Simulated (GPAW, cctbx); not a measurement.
# What do these deviations say about the bonding?

KCr3, P6_3/mmc (no. 194), a = 7.2510 Å, b = 7.2510 Å, c = 5.0129 Å, α = 90.00°, β = 90.00°, γ = 120.00°.

| atom | mult. | x | y | z |
| --- | --- | --- | --- | --- |
| Cr1 | 6 | 0.2648 | 0.1324 | 3/4 |
| K1 | 2 | 2/3 | 1/3 | 1/4 |

The start was made by putting kin elements into a known structure type; the compound need not exist, or be stable, in this form.

Absolute values of the static structure factors of the conventional cell from DFT (PBE, GPAW) against free spherical atoms, in electrons:

| hkl | d (Å) | free atoms | crystal |
| --- | --- | --- | --- |
| 100 | 6.280 | 38.90 | 39.09 |
| 101 | 3.918 | 7.55 | 7.68 |
| 110 | 3.626 | 6.89 | 7.08 |
| 200 | 3.140 | 60.76 | 60.42 |
| 201 | 2.661 | 105.26 | 104.61 |
| 002 | 2.506 | 136.50 | 135.45 |
| 210 | 2.373 | 43.07 | 42.91 |
| 102 | 2.328 | 30.95 | 30.52 |
| 211 | 2.145 | 25.78 | 25.46 |
| 300 | 2.093 | 19.33 | 19.10 |

**Question.** Which way does charge move, and which reflections show it best?

Project each element's phase sum on the total phase. At low angle |F| should rise if density moves to atoms that scatter in phase and fall if it moves to atoms that scatter against it.

| hkl | Cr in phase | K in phase | change (e) | (%) |
| --- | --- | --- | --- | --- |
| 100 | +2.5 | -1.0 | +0.20 | +0.5 |
| 101 | -1.0 | +1.7 | +0.13 | +1.7 |
| 110 | -1.2 | +2.0 | +0.19 | +2.8 |
| 200 | +2.3 | +1.0 | -0.34 | -0.6 |
| 201 | +4.4 | +1.7 | -0.65 | -0.6 |
| 002 | +6.0 | +2.0 | -1.05 | -0.8 |
| 210 | +1.7 | +1.0 | -0.16 | -0.4 |
| 102 | +2.5 | -1.0 | -0.43 | -1.4 |

Low-angle reflections that set elements apart and change by more than 0.05 e: 100, 101, 110 and 102. The real-space density gives Voronoi charges Cr -0.02, K +0.05 e. The signs that these charges predict hold for 100 and fail for 101, 110 and 102, so the simple rule can't give the direction here. The reflections see the density near the nuclei and the atoms' change of size and shape; Voronoi cells count what crosses the midplanes.
